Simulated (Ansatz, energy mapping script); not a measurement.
**Spin model of LiNiSe2 in the alpha-NaFeO2 structure from collinear orders (isotropic strain to volume × 0.97)**

How strongly do the moments of LiNiSe2 in the alpha-NaFeO2 structure couple under PBEsol+U (7.8 eV)? The plan is to run several orders and fit a Heisenberg model.

Method: PBEsol with U = 7.8 eV on Ni d, ortho-atomic projectors; plane waves, U on orthogonalised atomic orbitals unless named otherwise, collinear spin, no spin–orbit coupling, in Ansatz 0.2.0.

## (1) Set-up

The structure is trigonal, space group R-3m (No. 166). Conventional cell: a = 3.560 Å, b = 3.560 Å, c = 18.117 Å, α = 90.00°, β = 90.00°, γ = 120.00°. Nearest to Li lie 6 Se at 2.62 Å. Ni has 6 Se at 2.48 Å nearest. Nearest to Se lie 3 Ni at 2.48 Å and 3 Li at 2.62 Å. alpha-NaFeO2 prototype, lattice guessed from radii. Farther neighbours and most contacts between anions are not listed.

Coordinates:

```cif
data_structure
_symmetry_space_group_name_H-M 'P 1'
_symmetry_Int_Tables_number 1
_cell_length_a 6.3792
_cell_length_b 6.3792
_cell_length_c 6.3792
_cell_angle_alpha 32.403
_cell_angle_beta 32.403
_cell_angle_gamma 32.403
_cell_volume 66.28
loop_
_atom_site_label
_atom_site_type_symbol
_atom_site_fract_x
_atom_site_fract_y
_atom_site_fract_z
_atom_site_occupancy
Li1 Li 0.00000 0.00000 0.00000 1
Ni2 Ni 0.50000 0.50000 0.50000 1
Se3 Se 0.24362 0.24362 0.24362 1
Se4 Se 0.75638 0.75638 0.75638 1
```

This cell was built for the study (alpha-NaFeO2 prototype, lattice guessed from radii), not taken from an experiment; the compound need not form in this structure.

The parent cell was relaxed beforehand in Ansatz under PBE with U = 6.9 eV on Ni d, ortho-atomic projectors, D3(BJ) dispersion, from parallel moments.

This cell differs from the relaxed one by: isotropic strain to volume × 0.97. Atoms follow the cell and are not relaxed.

A Hubbard U penalises fractional filling of the shell. It raises the cost of virtual hops to the neighbours, so couplings that rest on such hops usually weaken.

## (2) Seed run in the crystal's own cell

A corrected shell can settle in several orbital fillings. One parallel run, with an occupation width a fifth wider than the orders use, therefore is to supply the occupation matrices. All orders start from them.

input.yaml

```yaml
crystal:
  lattice:
    - [1.7799005856, 1.027642961, 6.0390700854]
    - [-1.7799005856, 1.027642961, 6.0390700854]
    - [0.0, -2.0552352858, 6.0390787015]
  atoms:
    - { symbol: Li, position: [0.0, 0.0, 0.0] }
    - { symbol: Ni, position: [0.5, 0.5, 0.5], spin: 2.0 }
    - { symbol: Se, position: [0.243619626, 0.243619626, 0.243619626] }
    - { symbol: Se, position: [0.756380374, 0.756380374, 0.756380374] }
magnetization:
  spin_polarized: true
kpoints:
  mp_grid: { grid: [12, 12, 12] }
hamiltonian:
  xc: pbesol
  hubbard:
    sites: [{ species: Ni, l: d, u_eff: 7.8 }]
    projectors: ortho-atomic
scf:
  occupations: { method: fermi_dirac, width: 0.036 }
output:
  eigenvalues: true
```

Run with:

```bash
$ ansatz run input.yaml --threads 4 --pin off --max-ram 8192MiB --backend cpu --events-out ev --progress --plain --runs-dir out
```

Numbers of over 12 decimals in the logs are rounded to 6 here.

The log of the run:

```text
basis.fft_grid_basis auto: the FFT boxes are laid along the combinations [[1, 0, -1], [0, 1, -1], [0, 0, 1]] of the cell's own vectors, 3.560, 3.560 and 6.379 Å long. The dense box has 24×24×45 points. Along the cell's own vectors, as sized, it would have 45×45×45, 3.52 times as many. Of the 12 symmetry operations that the crystal satisfies within crystal.symmetry.tolerance (time reversal apart; of a slab, those that [...]
Engine: ansatz 0.2.0, aarch64-unknown-linux-gnu
Pseudopotentials: kind: paw
Pseudopotential: Li, paw, valence charge 3, recommended cutoff 420 eV (normal), Li.paw.azcp
Pseudopotential: Ni, paw, valence charge 18, recommended cutoff 420 eV (normal), Ni.paw.azcp
Pseudopotential: Se, paw, valence charge 16, recommended cutoff 420 eV (normal), Se.paw.azcp
Functional definition: PBEsol
  exchange = pbesol_x
  correlation = pbesol_c
Crystal: 4 atoms, lattice volume = 66.275 Å³
Basis set: ecut = 420 eV, 1275 PW (Γ), FFT grids on a1−a3, a2−a3, a3
Bands: 33, of which v1, the nominal top of the filled ones, is band 27 counted from 1 (26 counted from 0)
Symmetry: 12 space group operations
Space group: R-3m (ITA 166), of the structure as read, at distance tolerance 4.0e-5 Å
Magnetic group: BNS 166.97 (UNI 1327), of the structure as read, at distance tolerance 4.0e-5 Å
k-points: 189 of 1728
Non-local potential: Li, projectors of the file, l = 0: 3, l = 1: 2, l = 2: 1
Non-local potential: Ni, projectors of the file, l = 0: 3, l = 1: 2, l = 2: 3, l = 3: 1
Non-local potential: Se, projectors of the file, l = 0: 2, l = 1: 2, l = 2: 3, l = 3: 1
PAW form: soft (Blöchl's): semilocal exchange-correlation on the pseudo side does not see the compensation charge
PAW frozen core: Ni, regenerated for the run's functional, and the local potential with it (the file was generated under x = pbe(κ = 0.804, μ = 0.219515), c = pbe(β = 0.066725))
PAW frozen core: Se, regenerated for the run's functional, and the local potential with it (the file was generated under x = pbe(κ = 0.804, μ = 0.219515), c = pbe(β = 0.066725))
PAW one-centre angular grid: Li, 110 points (default); XC on 64 Gauss nodes
PAW one-centre angular grid: Ni, 590 points (default); XC on 64 Gauss nodes
PAW one-centre angular grid: Se, 590 points (default); XC on 64 Gauss nodes
Initial density: superposition of atomic densities (chi_scale 0.1, normalization cell, long waves kept (reshape's long-wave potential 0.03 eV rms))
Starting moments: Σ|m| = 2 μB on 1 of 4 sites
Initial wavefunctions: pseudopotential atomic-orbital guess
Functional: x = pbesol(κ = 0.804, μ = 0.123457), c = pbesol(β = 0.046)
[...]
SCF iter  25: F=—  HF=-16855.781986 eV  |F-HF|=—  |Δ(HF+E_count)|=   3.03e-9  Δρ=1.16e-5 (↑5.67e-6 ↓1.16e-5)  dr2=1.08e-7  dr2_m=7.60e-9  M=1.111 μB ∫|m|=1.710 μB  β_m=0.93  ethr=5.24e-10  ⟨swp⟩=2.0  Hψ=21826  notcnv=0  defer=620
SCF iter  26: F=-16855.781986 eV  HF=-16855.781986 eV  |F-HF|=5.24e-10  |Δ(HF+E_count)|=   3.45e-9  Δρ=2.52e-6 (↑1.09e-6 ↓2.52e-6)  dr2=3.42e-9  dr2_m=7.05e-10  M=1.110 μB ∫|m|=1.710 μB  ethr=1.89e-10  ⟨swp⟩=8.7  Hψ=44897  notcnv=0
SCF 1 converged in 26 iterations: F = -16855.781986 eV  dr2 = 3.42e-9
[...]
Symmetry: 6 space group operations
k-points: 294 of 1728
[...]
Starting moments: Σ|m| = 2 μB on 1 of 4 sites; this step starts from the density that it was given
[...]
spin=Collinear: Kerker preconditioning applied to the charge; magnetization (m = ρ↑ − ρ↓) channel mixes plain (no charge-response kernel on spin).
[...]
SCF 2 converged in 4 iterations: F = -16855.781986 eV  dr2 = 1.11e-8
an SCF along what the orbitals of the run's state read of its open shells (or to have them read: on a GPU, or by another smearing), with 6 of the crystal's symmetry operations given up (294 k-points in place of 189), reached no lower state that the run goes on to. This is no proof of a minimum
SCF converged after 26 iterations
Magnetization: 1.1105 μB (27.0552 up, 25.9448 down)
Absolute magnetization: 1.6988 μB (∫|ρ↑−ρ↓|, with the PAW one-centre terms)
Spin contamination: 0.3701 ħ² per cell (⟨S²⟩ above its minimum at these occupations)
Per-site moments (μB) at R_I (Å): [(0.026277, 1.080865), (1.330895, 1.024445), (-0.095042, 1.024445), (-0.095042, 1.024445)]
Free energy (F): -16855.781986 eV
Harris-Foulkes:  -16855.781986 eV  (|F-HF|=5.24e-10)
Internal energy: -16855.775635 eV  (E = F + TS)
E sigma→0 (E₀):  -16855.778811 eV
Entropy (-TS):   -0.006351 eV (-1.588 meV/atom)
Fermi energy:    9.566314 eV
--- Per-component energies (eV) ---
  E_band       = -1240.496760
  E_kinetic    = 540.462588
  E_local      = -9913.710967  (includes V_loc(G=0)·N_el)
  E_nonlocal   = -576.774701
  E_hartree    = 4580.116098
  E_xc         = -301.494210
  E_vxc        = -318.967311  (∫ρ·V_xc dr)
  E_hubbard    = 2.075814  (on-site DFT+U / exact-exchange correction)
  E_vhub       = -29.282101  (the Hubbard potential's part of the band-sum identity)
  E_paw        = -5352.426456  (= ΣΔE_a)
  E_vpaw       = -102.454449  (= ΣTr[D̂ρ^β])
  E_aug_tail   = -0.000699  (compensation charges beyond the density's cutoff)
  E_ewald      = -5836.237293
  E_core_change = 2.214190  (= ΣΔE_core)
  E_smearing   = -0.006351  (= −TS)
  E_closure    = 0.000000  (closes the sum)
  Σ components = -16855.781986   (vs F -16855.781986, Δ=0.00e0)
--- Band table (eV; the first three rows and the last of 378) ---
  k-point 0 ↑: bands = [... 23 lower, 9.6315, 9.9750, 9.9750, 10.3703, 10.3703, 14.3313, 14.4358, 16.4837, ... 2 higher]
  k-point 1 ↑: bands = [... 23 lower, 9.3923, 9.6462, 9.8267, 9.8373, 10.2834, 14.7262, 14.9529, 16.4733, ... 2 higher]
  k-point 2 ↑: bands = [... 23 lower, 8.1504, 8.8230, 9.4373, 9.6472, 10.0867, 14.9873, 15.6551, 17.2017, ... 2 higher]
  k-point 188 ↓: bands = [... 23 lower, 8.0353, 9.7097, 9.7097, 11.9237, 11.9237, 15.1633, 15.3238, 17.6958, ... 2 higher]
Occupation matrices written to <dir>
```

It took 62 s on 4 threads of Arm Neoverse V2, shared host; peak memory 3.3 GiB; 4 min of CPU time.

This step gave:

```yaml
final_state: ferromagnetic
electrons_in_the_corrected_shells: 8.573 e
largest_moment: 1.331 μB
```

## (3) Run 1 (parallel; cell A, 8 atoms)

The parallel order is the zero of energy for this cell and mesh.

input.yaml

```yaml
crystal:
  lattice:
    - [-1.7799005856, 3.0828782468, -8.6161e-06]
    - [-5.3397017569, -3.0828782468, 8.6161e-06]
    - [1.7799005856, 1.027642961, 6.0390700854]
  atoms:
    - { symbol: Li, position: [0.5, 0.5, 0.0] }
    - { symbol: Li, position: [0.0, 0.0, 0.0] }
    - { symbol: Ni, position: [0.5, 0.0, 0.5], spin: 2.0 }
    - { symbol: Ni, position: [0.0, 0.5, 0.5], spin: 2.0 }
    - { symbol: Se, position: [0.5, 0.743619626, 0.730858878] }
    - { symbol: Se, position: [0.0, 0.243619626, 0.730858878] }
    - { symbol: Se, position: [0.5, 0.256380374, 0.269141122] }
    - { symbol: Se, position: [0.0, 0.756380374, 0.269141122] }
magnetization:
  spin_polarized: true
kpoints:
  mp_grid: { grid: [10, 6, 6] }
hamiltonian:
  xc: pbesol
  hubbard:
    sites:
      - { species: Ni, l: d, u_eff: 7.8 }
      - { site: 2, l: d, u_eff: 7.8, starting_ns: [{ spin: up, occupation_matrix: ni2_major }, { spin: down, occupation_matrix: ni2_minor }] }
      - { site: 3, l: d, u_eff: 7.8, starting_ns: [{ spin: up, occupation_matrix: ni2_major }, { spin: down, occupation_matrix: ni2_minor }] }
    projectors: ortho-atomic
    occupation_matrices:
      ni2_major:
        matrix:
          - [0.995, 0.0, 0.0, 0.0, 0.0]
          - [0.0, 0.981, 0.0, 0.0, 0.01]
          - [0.0, 0.0, 0.981, 0.01, 0.0]
          - [0.0, 0.0, 0.01, 0.987, 0.0]
          - [0.0, 0.01, 0.0, 0.0, 0.987]
      ni2_minor:
        matrix:
          - [0.993, 0.0, 0.0, 0.0, 0.0]
          - [0.0, 0.542, 0.0, 0.0, 0.308]
          - [0.0, 0.0, 0.542, 0.308, 0.0]
          - [0.0, 0.0, 0.308, 0.782, 0.0]
          - [0.0, 0.308, 0.0, 0.0, 0.782]
scf:
  occupations: { method: fermi_dirac, width: 0.03 }
output:
  eigenvalues: true
```

The log of the run:

```text
Warning: crystal.lattice misses the space group found at crystal.symmetry.tolerance 1.0e-5 in a digit that the deck types, which is why this is a warning: making the lattice exact moves one of its numbers by a whole unit of that number's last typed decimal, or more. The operation that it misses by the most changes a squared length by the fraction 1.84e-10. The run uses the lattice that is a stretch of the typed one, with no rotation, onto the one that keeps every operation to a double's rounding (on a very oblique basis the stretch itself rounds by more); the deck's lattice vector that moved farthest moved by 2.94e-10 Å. [rest of the remark cut]
Warning: crystal.symmetry: narrowed to the stabiliser of the occupation matrices — unitary ops 8 → 4; lowered by the specified shells (site 2, l: d), (site 3, l: d); largest admitted image defect 4.4e-16, smallest excluded 3.3e-6 — at a rounding scale rather than a splitting's, so precision (not physics) most likely lowered the group: (i) a fixed point transcribed at too few decimals — re-emit the block at full precision (to 7 decimals or more, rounded to nearest) from a symmetrised source (a converged report's `n_mat` / `n_mat_spinor`) (of a frozen-density pass: in the run whose state it reads); [rest of the remark cut]
[...]
Crystal: 8 atoms, lattice volume = 132.551 Å³
Basis set: ecut = 420 eV, 2579 PW (Γ)
Bands: 66, of which v1, the nominal top of the filled ones, is band 53 counted from 1 (52 counted from 0)
Symmetry: 4 space group operations
k-points: 184 of 360
[...]
Starting moments: Σ|m| = 4 μB on 2 of 8 sites
[...]
SCF iter   1: F=—  HF=-33720.914589 eV  |F-HF|=—  |Δ(HF+E_count)|=         —  Δρ=2.25e-1 (↑4.17e-2 ↓2.25e-1)  dr2=7.56e1  dr2_m=1.12e1  M=0.718 μB ∫|m|=0.789 μB  β_m=0.30  ethr=3.10e-3  ⟨swp⟩=6.0  Hψ=83817  notcnv=0  defer=138
[...]
SCF iter  16: F=-33711.557688 eV  HF=-33711.557688 eV  |F-HF|=2.67e-8  |Δ(HF+E_count)|=   1.60e-7  Δρ=3.87e-6 (↑1.79e-6 ↓3.87e-6)  dr2=5.73e-8  dr2_m=2.26e-9  M=2.227 μB ∫|m|=3.418 μB  ethr=9.43e-11  ⟨swp⟩=8.3  Hψ=92434  notcnv=0
SCF 1 converged in 16 iterations: F = -33711.557688 eV  dr2 = 5.73e-8
[...]
SCF converged after 16 iterations
Magnetization: 2.2272 μB (54.1136 up, 51.8864 down)
Absolute magnetization: 3.3955 μB (∫|ρ↑−ρ↓|, with the PAW one-centre terms)
[...]
Per-site moments (μB) at R_I (Å): [(0.026283, 1.080865), (0.026283, 1.080865), (1.331458, 1.024445), (1.331458, 1.024445), (-0.094197, 1.024445), (-0.094197, 1.024445), (-0.094197, 1.024445), (-0.094197, 1.024445)]
Free energy (F): -33711.557688 eV
[...]
Internal energy: -33711.548665 eV  (E = F + TS)
E sigma→0 (E₀):  -33711.553176 eV
Entropy (-TS):   -0.009022 eV (-1.128 meV/atom)
Fermi energy:    9.577201 eV
[...]
--- Specified on-site occupations, and those of the state reported ---
  electrons in the specified blocks: 17.1440 specified, 17.1453 found
  site 2 (l=d) ↑: largest change of an orbital's occupation 0.0013; electrons 4.9310 specified, 4.9324 found; spectral distance 0.0012
[...]
site 3 (l=d) ↓: largest change of an orbital's occupation 0.0004; electrons 3.6410 specified, 3.6402 found; spectral distance 0.0006
[...]
--- Band table (eV; the first three rows and the last of 368) ---
  k-point 0 ↑: bands = [... 49 lower, 9.6317, 9.9737, 9.9743, 10.1034, 10.2130, 10.3688, 10.3698, 12.8172, ... 9 higher]
  k-point 1 ↑: bands = [... 49 lower, 9.1105, 9.6107, 9.9294, 9.9300, 10.0410, 10.4027, 10.4037, 13.0035, ... 9 higher]
  k-point 2 ↑: bands = [... 49 lower, 8.0233, 8.7076, 9.6819, 9.8564, 9.8570, 10.4550, 10.4560, 13.3185, ... 9 higher]
  k-point 183 ↓: bands = [... 49 lower, 7.9581, 8.1732, 8.1732, 11.8845, 11.8845, 11.9794, 11.9794, 13.0281, ... 9 higher]
Occupation matrices written to <dir>
```

It took 73 s on 4 threads; peak memory 2.5 GiB.

Spin moment in the sphere by atom:

```
atom  spin moment in the sphere (μB)
 Li1                            0.03
 Li2                            0.03
 Ni3                            1.33
 Ni4                            1.33
 Se5                           -0.09
 Se6                           -0.09
 Se7                           -0.09
 Se8                           -0.09
```

The run ends ferromagnetic.

## (4) Order 2: compensated +−, cell A of 8 atoms

This order reverses 4 of the 6 neighbours at 3.56 Å, 4 of the 6 neighbours at 6.17 Å and 4 of the 6 neighbours at 6.38 Å, counted for an average magnetic atom.

Changes to input.yaml since step 3:

```diff
@@ -9,3 +9,3 @@
     - { symbol: Ni, position: [0.5, 0.0, 0.5], spin: 2.0 }
-    - { symbol: Ni, position: [0.0, 0.5, 0.5], spin: 2.0 }
+    - { symbol: Ni, position: [0.0, 0.5, 0.5], spin: -2.0 }
     - { symbol: Se, position: [0.5, 0.743619626, 0.730858878] }
@@ -24,3 +24,3 @@
       - { site: 2, l: d, u_eff: 7.8, starting_ns: [{ spin: up, occupation_matrix: ni2_major }, { spin: down, occupation_matrix: ni2_minor }] }
-      - { site: 3, l: d, u_eff: 7.8, starting_ns: [{ spin: up, occupation_matrix: ni2_major }, { spin: down, occupation_matrix: ni2_minor }] }
+      - { site: 3, l: d, u_eff: 7.8, starting_ns: [{ spin: up, occupation_matrix: ni2_minor }, { spin: down, occupation_matrix: ni2_major }] }
     projectors: ortho-atomic
```

The log of the run:

```text
[...]
Crystal: 8 atoms, lattice volume = 132.551 Å³
Basis set: ecut = 420 eV, 2579 PW (Γ)
Bands: 66, of which v1, the nominal top of the filled ones, is band 53 counted from 1 (52 counted from 0)
Symmetry: 2 space group operations
k-points: 184 of 360
[...]
Starting moments: Σ|m| = 4 μB on 2 of 8 sites
[...]
the translation (0.5, 0.5, 0) carries every atom to within crystal.symmetry.tolerance of an atom of its element with the starting moment reversed, but both spin channels are solved: the dense FFT box has an odd point count along it
SCF iter   1: F=—  HF=-33720.917744 eV  |F-HF|=—  |Δ(HF+E_count)|=         —  Δρ=1.62e-1 (↑1.62e-1 ↓1.62e-1)  dr2=7.56e1  dr2_m=1.11e1  M=0.000 μB ∫|m|=0.691 μB  β_m=0.30  ethr=3.10e-3  ⟨swp⟩=6.0  Hψ=84240  notcnv=0  defer=137
[...]
SCF iter  15: F=—  HF=-33711.412116 eV  |F-HF|=—  |Δ(HF+E_count)|=   7.05e-4  Δρ=1.66e-3 (↑1.66e-3 ↓1.66e-3)  dr2=1.50e-2  dr2_m=9.60e-5  M=-0.000 μB ∫|m|=3.239 μB  β_m=0.30  ethr=3.99e-7  ⟨swp⟩=1.1  Hψ=21992  notcnv=0  defer=2400
[...]
spin-set hold released at iteration 15 (site moments' squared step at or under half its running peak, from the soft ceiling on): the magnetisation degrees of freedom join the quasi-Newton model from the next iteration; the mixer history was flushed
SCF iter  16: F=—  HF=-33711.410968 eV  |F-HF|=—  |Δ(HF+E_count)|=   1.15e-3  Δρ=3.87e-4 (↑3.87e-4 ↓3.87e-4)  dr2=1.62e-3  dr2_m=7.76e-6  M=-0.000 μB ∫|m|=3.227 μB  β_m=0.33  ethr=3.99e-7  ⟨swp⟩=2.0  Hψ=43186  notcnv=0  defer=2400
[...]
SCF iter  25: F=-33711.410875 eV  HF=-33711.410875 eV  |F-HF|=1.31e-8  |Δ(HF+E_count)|=   1.95e-7  Δρ=5.34e-6 (↑5.16e-6 ↓5.34e-6)  dr2=5.86e-8  dr2_m=9.85e-9  M=-0.000 μB ∫|m|=3.219 μB  ethr=5.17e-11  ⟨swp⟩=2.2  Hψ=70268  notcnv=0
SCF 1 converged in 25 iterations: F = -33711.410875 eV  dr2 = 5.86e-8
[...]
SCF converged after 25 iterations
Magnetization: -0.0000 μB (53.0000 up, 53.0000 down)
Absolute magnetization: 3.2168 μB (∫|ρ↑−ρ↓|, with the PAW one-centre terms)
[...]
Per-site moments (μB) at R_I (Å): [(0.026740, 1.080865), (-0.026740, 1.080865), (1.333388, 1.024445), (-1.333381, 1.024445), (0.034395, 1.024445), (-0.034399, 1.024445), (0.034395, 1.024445), (-0.034399, 1.024445)]
Free energy (F): -33711.410875 eV
[...]
Internal energy: -33711.395534 eV  (E = F + TS)
E sigma→0 (E₀):  -33711.403204 eV
Entropy (-TS):   -0.015341 eV (-1.918 meV/atom)
Fermi energy:    9.572752 eV
[...]
--- Specified on-site occupations, and those of the state reported ---
  electrons in the specified blocks: 17.1440 specified, 17.1435 found
[...]
--- Band table (eV; the first three rows and the last of 368) ---
  k-point 0 ↑: bands = [... 49 lower, 9.5854, 9.9136, 9.9292, 10.2109, 10.2876, 11.8973, 11.9594, 12.9228, ... 9 higher]
  k-point 1 ↑: bands = [... 49 lower, 9.0751, 9.8725, 9.8773, 9.9897, 10.2136, 11.8299, 11.8378, 13.1105, ... 9 higher]
  k-point 2 ↑: bands = [... 49 lower, 8.0213, 9.6053, 9.7973, 9.8242, 10.0410, 11.7280, 11.7509, 13.4279, ... 9 higher]
  k-point 183 ↓: bands = [... 49 lower, 7.6770, 8.0400, 8.1268, 10.1345, 10.1570, 11.9251, 11.9573, 12.8612, ... 9 higher]
Occupation matrices written to <dir>
```

Elapsed: 1.7 min, on 4 threads; peak memory 2.5 GiB.

Spin moment in the sphere by atom:

```
atom  spin moment in the sphere (μB)
 Li1                            0.03
 Li2                           -0.03
 Ni3                            1.33
 Ni4                           -1.33
 Se5                            0.03
 Se6                           -0.03
 Se7                            0.03
 Se8                           -0.03
```

The run ends antiferromagnetic, 74.99 meV a magnetic atom above the parallel order of its cell (energies taken at zero occupation width, not the printed F).

[end of part 1 of 2]

[Logs and program files are shortened in this print: banners, set-up blocks, solver, clock and traceback lines can be left out without a mark of their own.]

[Logs are printed without paths, hosts, clocks, repeated set-up lines and the standing remarks that a program may print on its own settings, such as how far it seeks lower states.]

[Hosts, paths, dates, database ids (printed as entryN), source tags and the programs' standing remarks are cut or masked in the printed files.]

[Where a cell is said to come from a database of computed structures, the database is the Materials Project.]
